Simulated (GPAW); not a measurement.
## A GW chain in GPAW: Bi2SO2 (Pnnm)

Wanted: ground state, empty states, screening and self-energy for Bi2SO2 (Pnnm).

Calculated with GPAW 26.7.0; LDA and many-body steps on it, plane waves.

## (1) The starting structure

Symmetry: Pnnm, No. 58, orthorhombic system. Conventional cell: a = 3.877 Å, b = 11.964 Å, c = 3.843 Å, α = 90.00°, β = 90.00°, γ = 90.00°. Nearest to Bi lie 4 O at 2.24 to 2.38 Å and 2 S at 3.05 Å. Nearest to S lie 4 Bi at 3.05 Å. O has 4 Bi at 2.24 to 2.38 Å nearest. Farther neighbours and most contacts between anions are not listed.

The cell and positions are those that the Materials Project relaxed with its own functionals (PBE, PBE+U or r2SCAN), kept fixed. Spin-orbit coupling is left out unless a step names it.

## (2) Ground state

This step: GPAW 26.7.0; DFT, LDA, plane waves, PAW.

The ground-state density comes first.

The input, run.py:

```python
import json
import numpy as np
from gpaw.mpi import world
from ase import Atoms
from gpaw import GPAW, PW, FermiDirac

atoms = Atoms(['Bi', 'Bi', 'Bi', 'Bi', 'S', 'S', 'O', 'O', 'O', 'O'],
    cell=[[3.8772959500, 0.0000000000, 0.0000000000],
      [0.0000000000, 11.9636884400, 0.0000000000],
      [0.0000000000, 0.0000000000, 3.8426028900]],
    scaled_positions=[[0.4193374000, 0.8561208300, 0.5000000000],
      [0.5806626000, 0.1438791700, 0.5000000000],
      [0.9193374000, 0.6438791700, 0.0000000000],
      [0.0806626000, 0.3561208300, 0.0000000000],
      [0.0000000000, 0.0000000000, 0.0000000000],
      [0.5000000000, 0.5000000000, 0.5000000000],
      [0.4409972500, 0.7491085300, 0.0000000000],
      [0.5590027500, 0.2508914700, 0.0000000000],
      [0.9409972500, 0.7508914700, 0.5000000000],
      [0.0590027500, 0.2491085300, 0.5000000000]],
    pbc=(True, True, True))
calc = GPAW(mode=PW(600),
    xc='LDA',
    kpts={'size': (6, 2, 6), 'gamma': True},
    occupations=FermiDirac(0.001),
    nbands=-11,
    convergence={'density': 1e-6, 'bands': -3},
    maxiter=100,
    txt='gs.txt')
atoms.calc = calc
res = {'energy': atoms.get_potential_energy()}
kpts = calc.get_ibz_k_points()
res['kpts'] = kpts
res['eigenvalues'] = [calc.get_eigenvalues(kpt=k) for k in range(len(kpts))]
res['n_electrons'] = calc.get_number_of_electrons()
calc.write('gs.gpw')

if world.rank == 0:
    with open('result.json', 'w') as f:
        json.dump(res, f, default=lambda x: x.tolist())
```

On the command line:

```sh
> mpirun -n 8 gpaw python run.py
```

Numbers of over 12 decimals in the logs are rounded to 6 here.

Log:

```text
__  _  _
 | _ |_)|_||  |
 |__||  | ||/\| - 26.7.0

Input parameters:
  mode=PW(ecut=600.0),
  convergence={'density': 1e-06, 'bands': -3},
  kpts=MonkhorstPack(size=(6, 2, 6), gamma=True),
  maxiter=100,
  nbands=-11,
  occupations=Occupations(name='fermi-dirac', width=0.001, fixmagmom=False),
  xc=XC(name='LDA')
  [... matrices ...]
Diagonalizing LCAO Hamiltonian
Converting LCAO to pw mode
        .---------.
       /|         |
      / |         |
     /  |         |
    /   |  Bi   O |
   /    .---------.
  /    / S       /
 *    /    O   Bi
 | O /  Bi     /
 |  /         /
 | /Bi  O    /
 |/         /
 S---------*

Atoms  # Å, Bohr magnetons
|   | symbol |        x |         y |        z |    initial magnetic moments |
| 0 |     Bi | 1.625895 | 10.242363 | 1.921301 | ( 0.0000,  0.0000,  0.0000) |
| 1 |     Bi | 2.251401 |  1.721326 | 1.921301 | ( 0.0000,  0.0000,  0.0000) |
| 2 |     Bi | 3.564543 |  7.703170 | 0.000000 | ( 0.0000,  0.0000,  0.0000) |
| 3 |     Bi | 0.312753 |  4.260519 | 0.000000 | ( 0.0000,  0.0000,  0.0000) |
| 4 |      S | 0.000000 |  0.000000 | 0.000000 | ( 0.0000,  0.0000,  0.0000) |
| 5 |      S | 1.938648 |  5.981844 | 1.921301 | ( 0.0000,  0.0000,  0.0000) |
| 6 |      O | 1.709877 |  8.962101 | 0.000000 | ( 0.0000,  0.0000,  0.0000) |
| 7 |      O | 2.167419 |  3.001587 | 0.000000 | ( 0.0000,  0.0000,  0.0000) |
| 8 |      O | 3.648525 |  8.983432 | 1.921301 | ( 0.0000,  0.0000,  0.0000) |
| 9 |      O | 0.228771 |  2.980257 | 1.921301 | ( 0.0000,  0.0000,  0.0000) |

Unit cell  # Å
| periodic |        x |         y |        z |   lengths |    angles |
|      yes | 3.877296 |  0.000000 | 0.000000 |  3.877296 | 90.000000 |
|      yes | 0.000000 | 11.963688 | 0.000000 | 11.963688 | 90.000000 |
|      yes | 0.000000 |  0.000000 | 3.842603 |  3.842603 | 90.000000 |

Number of symmetries: 4
Symmetry operations  # r_c * U_cc + t_c -> r_c
|   | kind |            matrix            |
| 0 |  E   |  1, 0, 0,  0, 1, 0,  0, 0, 1 |
| 1 |  σ   |  1, 0, 0,  0, 1, 0,  0, 0,-1 |
| 2 |  C2  | -1, 0, 0,  0,-1, 0,  0, 0, 1 |
| 3 |  i   | -1, 0, 0,  0,-1, 0,  0, 0,-1 |

BZ-sampling:
  Number of BZ points: 72
  Number of IBZ points: 32

  Monkhorst-Pack size: [6, 2, 6]
  Monkhorst-Pack shift: [0.083333, 0.25, 0.083333]

K-points  # in reciprocal-cell coordinates
|     |                                coordinates |     weight |
|   0 | (  0.00000000,   0.00000000,   0.00000000) | 0.01388889 |
|   1 | (  0.00000000,   0.00000000,   0.16666667) | 0.02777778 |
|   2 | (  0.00000000,   0.00000000,   0.33333333) | 0.02777778 |
|   3 | (  0.00000000,   0.00000000,   0.50000000) | 0.01388889 |
|   4 | (  0.00000000,   0.50000000,   0.00000000) | 0.01388889 |
|   5 | (  0.00000000,   0.50000000,   0.16666667) | 0.02777778 |
|   6 | (  0.00000000,   0.50000000,   0.33333333) | 0.02777778 |
|   7 | (  0.00000000,   0.50000000,   0.50000000) | 0.01388889 |
|   8 | (  0.16666667,   0.00000000,   0.00000000) | 0.02777778 |
|   9 | (  0.16666667,   0.00000000,   0.16666667) | 0.05555556 |
| ... |                                            |            |
|  31 | (  0.50000000,   0.50000000,   0.50000000) | 0.01388889 |

Plane wave coefficients: 5976
Cutoff: 600.0 eV

Spin-components: 1 (collinear spins)
Bands:           59
Projectors:      54
Spin-degeneracy: 2
Datatype:        complex128

  Storage: CPU
  Wave functions: 180_130_304 bytes (22_516_288 per core)
  Projectors: 106_856_960 bytes (13_357_120 per core)
  [... matrices ...]
Parallelization:
  kpt:    8
  domain: 1
  band:   1

Density:
  Valence electrons: 96.0
  Components: 1
  Grid points: [24 70 24]
  Charge: 0.0  # |e|

Potential:
  Grid points: [24 70 24]

species:
  Bi:
    name:    Bismuth
    Z:       83.0
    valence: 15
    core:    68
    charge:  0.0  # [|e|]
    compensation charges:
      type: gauss
      rc: 0.38  # [Å]
      lmax: 2
    cutoffs:
      filter: 2.23  # [Å]
      core: 2.33  # [Å]
    projectors
    | kind |    occ | energy [eV] | rcut [Å] |
    |   6s |  2.000 |     -14.665 |    1.286 |
    |   6p |  3.000 |      -4.777 |    1.275 |
    |   5d | 10.000 |     -27.225 |    1.349 |
    |    s |        |      12.546 |    1.286 |
    |    p |        |      22.434 |    1.275 |
    |    d |        |      -0.013 |    1.349 |

    Using partial waves for Bi as LCAO basis

  S:
    name:    Sulfur
    Z:       16.0
    valence: 6
    core:    10
    charge:  0.0  # [|e|]
    compensation charges:
      type: gauss
      rc: 0.24  # [Å]
      lmax: 2
    cutoffs:
      filter: 1.77  # [Å]
      core: 1.66  # [Å]
    projectors
    | kind |    occ | energy [eV] | rcut [Å] |
    |   3s |  2.000 |     -17.278 |    0.974 |
    |   3p |  4.000 |      -7.106 |    0.979 |
    |    s |        |       9.933 |    0.974 |
    |    p |        |      20.105 |    0.979 |
    |    d |        |       0.000 |    0.900 |

    Using partial waves for S as LCAO basis

  O:
    name:    Oxygen
    Z:       8.0
    valence: 6
    core:    2
    charge:  0.0  # [|e|]
    compensation charges:
      type: gauss
      rc: 0.21  # [Å]
      lmax: 2
    cutoffs:
      filter: 1.17  # [Å]
      core: 0.83  # [Å]
    projectors
    | kind |    occ | energy [eV] | rcut [Å] |
    |   2s |  2.000 |     -23.752 |    0.688 |
    |   2p |  4.000 |      -9.195 |    0.598 |
    |    s |        |       3.459 |    0.688 |
    |    p |        |      18.016 |    0.598 |
    |    d |        |       0.000 |    0.619 |

    Using partial waves for O as LCAO basis

Reference energy: -2367914.190859  # eV

eigensolver:
  PPCG
  Converge bands: -3
  niter=2

density mixing:
  MSR1-Mixer
  Pratt-step length: 0.05
  Maximum mixing coefficient: 0.75
  Old densities: 10
  SVD Regularization: 0.005
  Good broyden scale: 1.0
  Trust region scale: 1.0
  Backstep threshold: 4.0
  History deletion threshold: 6.0
  Fourier metric: weight=20.0, sigma=0.015

occupation numbers:
  Fermi-Dirac:
    width: 0.0010  # eV

poisson solver:
  ecut: 4800.0  # eV

xc functional:
  name: None

Initialization done in: 4.602 s

convergence criteria:
- Maximum integral of absolute [dens]ity change: 1e-06 electrons / valence electron
- Maximum [total energy] change in last 3 cyles: 0.0005 eV / valence electron
- Maximum integral of absolute [eigenst]ate change: 4e-08 eV^2 / valence electron
maximum number of iterations: 100

SCF iterations
|iter     |     time |      energy | eigst |  dens |
|iter:   1|  |  -72.562863 | +0.11 |       |
|iter:   2|  |  -70.164245 | -1.25 | -0.96 |
|iter:   3|  |  -64.750332 | -0.80 | -1.02 |
|iter:   4|  |  -64.695788 | -2.07 | -1.56 |
|iter:   5|  |  -64.677227 | -2.34 | -1.80 |
|iter:   6|  |  -64.654570c| -2.81 | -2.11 |
|iter:   7|  |  -64.655566c| -3.33 | -3.00 |
|iter:   8|  |  -64.654945c| -3.72 | -3.16 |
|iter:   9|  |  -64.655004c| -4.11 | -3.59 |
|iter:  10|  |  -64.655014c| -4.58 | -4.31 |
|iter:  11|  |  -64.655015c| -4.59 | -4.68 |
|iter:  12|  |  -64.655015c| -4.54 | -5.14 |
|iter:  13|  |  -64.655015c| -4.49 | -5.52 |
|iter:  14|  |  -64.655015c| -4.63 | -6.02c|
|iter:  15|  |  -64.655015c| -4.88 | -6.40c|
|iter:  16|  |  -64.655015c| -4.67 | -6.97c|
|iter:  17|  |  -64.655015c| -4.85 | -7.52c|
|iter:  18|  |  -64.655015c| -5.18 | -7.63c|
|iter:  19|  |  -64.655015c| -5.10 | -8.14c|
|iter:  20|  |  -64.655015c| -5.05 | -8.22c|
|iter:  21|  |  -64.655015c| -5.21 | -8.47c|
|iter:  22|  |  -64.655015c| -5.37 | -8.72c|
|iter:  23|  |  -64.655015c| -5.54 | -9.00c|
|iter:  24|  |  -64.655015c| -5.59 | -9.07c|
|iter:  25|  |  -64.655015c| -5.63 | -9.32c|
|iter:  26|  |  -64.655015c| -5.70 | -9.60c|
|iter:  27|  |  -64.655015c| -5.87 |-10.06c|
|iter:  28|  |  -64.655015c| -5.87 |-10.53c|
|iter:  29|  |  -64.655015c| -5.98 |-10.28c|
|iter:  30|  |  -64.655015c| -6.09 |-10.83c|
|iter:  31|  |  -64.655015c| -6.15 |-10.63c|
|iter:  32|  |  -64.655015c| -6.18 |-10.50c|
|iter:  33|  |  -64.655015c| -6.35 |-10.94c|
|iter:  34|  |  -64.655015c| -6.27 |-11.30c|
|iter:  35|  |  -64.655015c| -6.35 |-11.78c|
|iter:  36|  |  -64.655015c| -6.36 |-11.65c|
[...]
|iter:  49|  |  -64.655015c| -7.25 |-14.00c|
|iter:  50|  |  -64.655015c| -7.25 |-14.17c|
|iter:  51|  |  -64.655015c| -7.25 |-14.14c|
|iter:  52|  |  -64.655015c| -7.28 |-14.30c|
|iter:  53|  |  -64.655015c| -7.27 |-14.31c|
|iter:  54|  |  -64.655015c| -7.48c|-14.39c|

Converged in 54 steps
SCF loop duration: 146.228 s (2.708 s/step)
Energy contributions relative to reference atoms: (reference = -2367914.190859)
  [... matrices ...]
Energy contributions:
  Kinetic:         113.884152
  Coulomb:        -106.983800
  Zero:             -5.706158
  External:          0.000000
  Xc:              -65.849209
  Entropy:          -0.000000
  Spinorbit:         0.000000
  ----------------------------
  Free energy:     -64.655015
  Extrapolated:    -64.655015

dipole moment: (-12.419678, -38.321851, -63.852710)  # |e|*Ang

Fermi level: 6.625
Eigenvalues  # (at kpt = [0.000, 0.000, 0.000])
| band index |      eig [eV] | occ [0-2] |
|          0 |       -16.296 |     2.000 |
|        ... |               |           |
|         40 |         4.350 |     2.000 |
|         41 |         4.815 |     2.000 |
|         42 |         5.551 |     2.000 |
|         43 |         5.584 |     2.000 |
|         44 |         5.587 |     2.000 |
|         45 |         5.924 |     2.000 |
|         46 |         6.100 |     2.000 |
|         47 |         6.188 |     2.000 |
|         48 |         7.261 |     0.000 |
[...]
|         52 |        10.138 |     0.000 |
|         53 |        11.011 |     0.000 |
|         54 |        11.292 |     0.000 |
|         55 |        11.333 |     0.000 |
|        ... |               |           |
|         58 |        12.825 |     0.000 |

Gap: 0.737 eV
Transition (v -> c):
  (s=0, k=28, n=47, [0.50, 0.50, 0.00]) -> (s=0, k=0, n=48, [0.00, 0.00, 0.00])
Direct/indirect transitions are different
Direct gap: 1.074 eV
Transition at: (s=0, k=0, n=47, [0.00, 0.00, 0.00])
# Writing to gs.gpw (mode='')
  [... matrices ...]
```

Elapsed: 2.6 min, on 8 MPI ranks of Arm Neoverse V1, shared host; peak memory 2.2 GiB; 17 min of CPU time.

This step gave:

```
total energy               : -64.6550 eV
gap                        : 0.7375 eV
k of the valence top       : 0.5, 0.5, 0
k of the conduction bottom : 0, 0, 0
least direct gap           : 1.074 eV
```

The gap is indirect, with the least direct gap 0.34 eV higher.

## (3) Bands along the symmetry lines

Levels along a band path, at the cheap level, show where the edges lie and whether the meshes to come will hold them.

The input, run.py:

```python
import json
import numpy as np
from gpaw.mpi import world
from gpaw import GPAW

path = [[0.000000, 0.000000, 0.000000],
    [0.062500, 0.000000, 0.000000],
    [0.125000, 0.000000, 0.000000],
    [0.187500, 0.000000, 0.000000],
    [0.250000, 0.000000, 0.000000],
    [0.312500, 0.000000, 0.000000],
    [0.375000, 0.000000, 0.000000],
    [0.437500, 0.000000, 0.000000],
    [0.500000, 0.000000, 0.000000],
    [0.500000, 0.062500, 0.000000],
    [0.500000, 0.125000, 0.000000],
    [0.500000, 0.187500, 0.000000],
    [0.500000, 0.250000, 0.000000],
    [0.500000, 0.312500, 0.000000],
    [0.500000, 0.375000, 0.000000],
    [0.500000, 0.437500, 0.000000],
    [0.500000, 0.500000, 0.000000],
    [0.437500, 0.500000, 0.000000],
    [0.375000, 0.500000, 0.000000],
    [0.312500, 0.500000, 0.000000],
    [0.250000, 0.500000, 0.000000],
    [0.187500, 0.500000, 0.000000],
    [0.125000, 0.500000, 0.000000],
    [0.062500, 0.500000, 0.000000],
    [0.000000, 0.500000, 0.000000],
    [0.000000, 0.437500, 0.000000],
    [0.000000, 0.375000, 0.000000],
    [0.000000, 0.312500, 0.000000],
    [0.000000, 0.250000, 0.000000],
    [0.000000, 0.187500, 0.000000],
    [0.000000, 0.125000, 0.000000],
    [0.000000, 0.062500, 0.000000],
    [0.000000, 0.000000, 0.000000],
    [0.000000, 0.000000, 0.062500],
    [0.000000, 0.000000, 0.125000],
    [0.000000, 0.000000, 0.187500],
    [0.000000, 0.000000, 0.250000],
    [0.000000, 0.000000, 0.312500],
    [0.000000, 0.000000, 0.375000],
    [0.000000, 0.000000, 0.437500],
    [0.000000, 0.000000, 0.500000],
    [0.062500, 0.000000, 0.500000],
    [0.125000, 0.000000, 0.500000],
    [0.187500, 0.000000, 0.500000],
    [0.250000, 0.000000, 0.500000],
    [0.312500, 0.000000, 0.500000],
    [0.375000, 0.000000, 0.500000],
    [0.437500, 0.000000, 0.500000],
    [0.500000, 0.000000, 0.500000],
    [0.500000, 0.062500, 0.500000],
    [0.500000, 0.125000, 0.500000],
    [0.500000, 0.187500, 0.500000],
    [0.500000, 0.250000, 0.500000],
    [0.500000, 0.312500, 0.500000],
    [0.500000, 0.375000, 0.500000],
    [0.500000, 0.437500, 0.500000],
    [0.500000, 0.500000, 0.500000],
    [0.437500, 0.500000, 0.500000],
    [0.375000, 0.500000, 0.500000],
    [0.312500, 0.500000, 0.500000],
    [0.250000, 0.500000, 0.500000],
    [0.187500, 0.500000, 0.500000],
    [0.125000, 0.500000, 0.500000],
    [0.062500, 0.500000, 0.500000],
    [0.000000, 0.500000, 0.500000],
    [0.000000, 0.437500, 0.500000],
    [0.000000, 0.375000, 0.500000],
    [0.000000, 0.312500, 0.500000],
    [0.000000, 0.250000, 0.500000],
    [0.000000, 0.187500, 0.500000],
    [0.000000, 0.125000, 0.500000],
    [0.000000, 0.062500, 0.500000],
    [0.000000, 0.000000, 0.500000],
    [0.500000, 0.000000, 0.000000],
    [0.500000, 0.000000, 0.062500],
    [0.500000, 0.000000, 0.125000],
    [0.500000, 0.000000, 0.187500],
    [0.500000, 0.000000, 0.250000],
    [0.500000, 0.000000, 0.312500],
    [0.500000, 0.000000, 0.375000],
    [0.500000, 0.000000, 0.437500],
    [0.500000, 0.000000, 0.500000],
    [0.000000, 0.500000, 0.000000],
    [0.000000, 0.500000, 0.062500],
    [0.000000, 0.500000, 0.125000],
    [0.000000, 0.500000, 0.187500],
    [0.000000, 0.500000, 0.250000],
    [0.000000, 0.500000, 0.312500],
    [0.000000, 0.500000, 0.375000],
    [0.000000, 0.500000, 0.437500],
    [0.000000, 0.500000, 0.500000],
    [0.500000, 0.500000, 0.000000],
    [0.500000, 0.500000, 0.062500],
    [0.500000, 0.500000, 0.125000],
    [0.500000, 0.500000, 0.187500],
    [0.500000, 0.500000, 0.250000],
    [0.500000, 0.500000, 0.312500],
    [0.500000, 0.500000, 0.375000],
    [0.500000, 0.500000, 0.437500],
    [0.500000, 0.500000, 0.500000]]
calc = GPAW('gs.gpw').fixed_density(kpts=path,
    symmetry='off',
    nbands=58,
    convergence={'bands': 54},
    txt='bands.txt')
res = {}
kpts = calc.get_ibz_k_points()
res['kpts'] = kpts
res['eigenvalues'] = [calc.get_eigenvalues(kpt=k) for k in range(len(kpts))]
res['n_electrons'] = calc.get_number_of_electrons()

if world.rank == 0:
    with open('result.json', 'w') as f:
        json.dump(res, f, default=lambda x: x.tolist())
```

On the command line:

```sh
> mpirun -n 8 gpaw python run.py
```

Log:

```text
Diagonalizing LCAO Hamiltonian
Converting LCAO to pw mode
convergence criteria:
- Maximum integral of absolute [eigenst]ate change: 4e-08 eV^2 / valence electron
maximum number of iterations: 100

SCF iterations
|iter     |     time |      energy | eigst |  dens |
|iter:   1|  |             | +0.20 |       |
|iter:   2|  |             | -1.36 |       |
|iter:   3|  |             | -2.46 |       |
[...]
|iter:  12|  |             | -6.87 |       |
|iter:  13|  |             | -7.23 |       |
|iter:  14|  |             | -7.56c|       |
SCF steps: 14
  __  _  _
 | _ |_)|_||  |
 |__||  | ||/\| - 26.7.0

Input parameters:
  mode=PW(ecut=600.0),
  convergence={'bands': 54},
  gpts=array([24, 70, 24]),
  kpts=KPoints(kpts=array([[0.    , 0.    , 0.    ],
         [0.0625, 0.    , 0.    ],
         [0.125 , 0.    , 0.    ],
         [0.1875, 0.    , 0.    ],
         [0.25  , 0.    , 0.    ],
         [0.3125, 0.    , 0.    ],
         [0.375 , 0.    , 0.    ],
[...]
[0.5   , 0.0625, 0.    ],
[...]
[0.5   , 0.1875, 0.    ],
[...]
[0.5   , 0.3125, 0.    ],
[...]
[0.    , 0.    , 0.0625],
[...]
[0.    , 0.    , 0.1875],
[...]
[0.    , 0.    , 0.3125],
[...]
[0.1875, 0.5   , 0.5   ],
[...]
[0.0625, 0.5   , 0.5   ],
[...]
[0.    , 0.1875, 0.5   ],
[...]
[0.    , 0.0625, 0.5   ],
[...]
[0.5   , 0.5   , 0.25  ],
         [0.5   , 0.5   , 0.3125],
         [0.5   , 0.5   , 0.375 ],
         [0.5   , 0.5   , 0.4375],
         [0.5   , 0.5   , 0.5   ]])),
  maxiter=100,
  nbands=58,
  occupations=Occupations(name='fermi-dirac', width=0.001, fixmagmom=False),
  parallel={},
  symmetry=Symmetry(point_group=False, time_reversal=False),
  xc=XC(name='LDA')
```

The job ended after 2.6 min (8 MPI ranks; peak memory 2.9 GiB; 18 min of CPU time).

Numbers from this step:

* gap: 0.7375 eV
* k of the valence top: 0.5, 0.5, 0
* k of the conduction bottom: 0, 0, 0
* least direct gap: 1.074 eV

The gap is 0.737 eV, as in the run before at this level.

The electronic bands at the labelled points (eV, zero at the top of the highest filled band):

```
    point  band 45  band 46  band 47  band 48  band 49  band 50  band 51  band 52
        Γ    -0.94    -0.60    -0.42    -0.34     0.74     1.37     3.19     3.28
  halfway    -0.65    -0.54    -0.41    -0.33     2.65     2.74     3.44     3.62
        X    -0.21    -0.21     0.00     0.00     2.74     2.74     3.84     3.84
  halfway    -0.21    -0.21     0.00     0.00     2.76     2.76     3.83     3.83
        S    -0.21    -0.21     0.00     0.00     2.77     2.77     3.83     3.83
  halfway    -0.54    -0.54    -0.38    -0.38     2.74     2.74     3.31     3.31
        Y    -0.80    -0.80    -0.59    -0.59     1.20     1.20     3.60     3.60
  halfway    -0.89    -0.66    -0.50    -0.44     0.90     1.36     3.32     3.44
        Γ    -0.94    -0.60    -0.42    -0.34     0.74     1.37     3.19     3.28
  halfway    -0.61    -0.48    -0.45    -0.28     2.53     2.77     3.42     3.47
        Z    -0.08    -0.08    -0.07    -0.07     2.76     2.76     3.82     3.82
  halfway    -1.12    -1.12    -0.95    -0.95     2.90     2.90     3.02     3.02
        U    -1.56    -1.56    -0.76    -0.76     1.24     1.24     3.62     3.62
  halfway    -1.59    -1.59    -0.82    -0.82     1.55     1.55     3.13     3.13
        R    -1.59    -1.59    -0.88    -0.88     2.23     2.23     2.30     2.30
  halfway    -1.33    -1.33    -0.68    -0.68     2.62     2.62     3.17     3.17
        T    -0.14    -0.14    -0.02    -0.02     2.79     2.79     3.81     3.81
  halfway    -0.12    -0.12    -0.04    -0.04     2.77     2.77     3.82     3.82
        Z    -0.08    -0.08    -0.07    -0.07     2.76     2.76     3.82     3.82
jump to X    -0.21    -0.21     0.00     0.00     2.74     2.74     3.84     3.84
  halfway    -1.21    -1.21    -1.05    -1.05     3.00     3.00     3.04     3.04
        U    -1.56    -1.56    -0.76    -0.76     1.24     1.24     3.62     3.62
jump to Y    -0.80    -0.80    -0.59    -0.59     1.20     1.20     3.60     3.60
  halfway    -0.55    -0.55    -0.33    -0.33     2.69     2.69     3.26     3.26
        T    -0.14    -0.14    -0.02    -0.02     2.79     2.79     3.81     3.81
jump to S    -0.21    -0.21     0.00     0.00     2.77     2.77     3.83     3.83
```

[end of part 1 of 2]

[Paths, hosts, dates, memory and timing lines, banners, echoed tables and standing remarks are left out of the program output.]

[Logs are printed without paths, hosts, clocks, repeated set-up lines and the standing remarks that a program may print on its own settings, such as how far it seeks lower states.]

[Runs of the session that timed out or met a known fault of the program may be left out.]

[Hosts, paths, dates, database ids (printed as entryN), source tags and the programs' standing remarks are cut or masked in the printed files.]
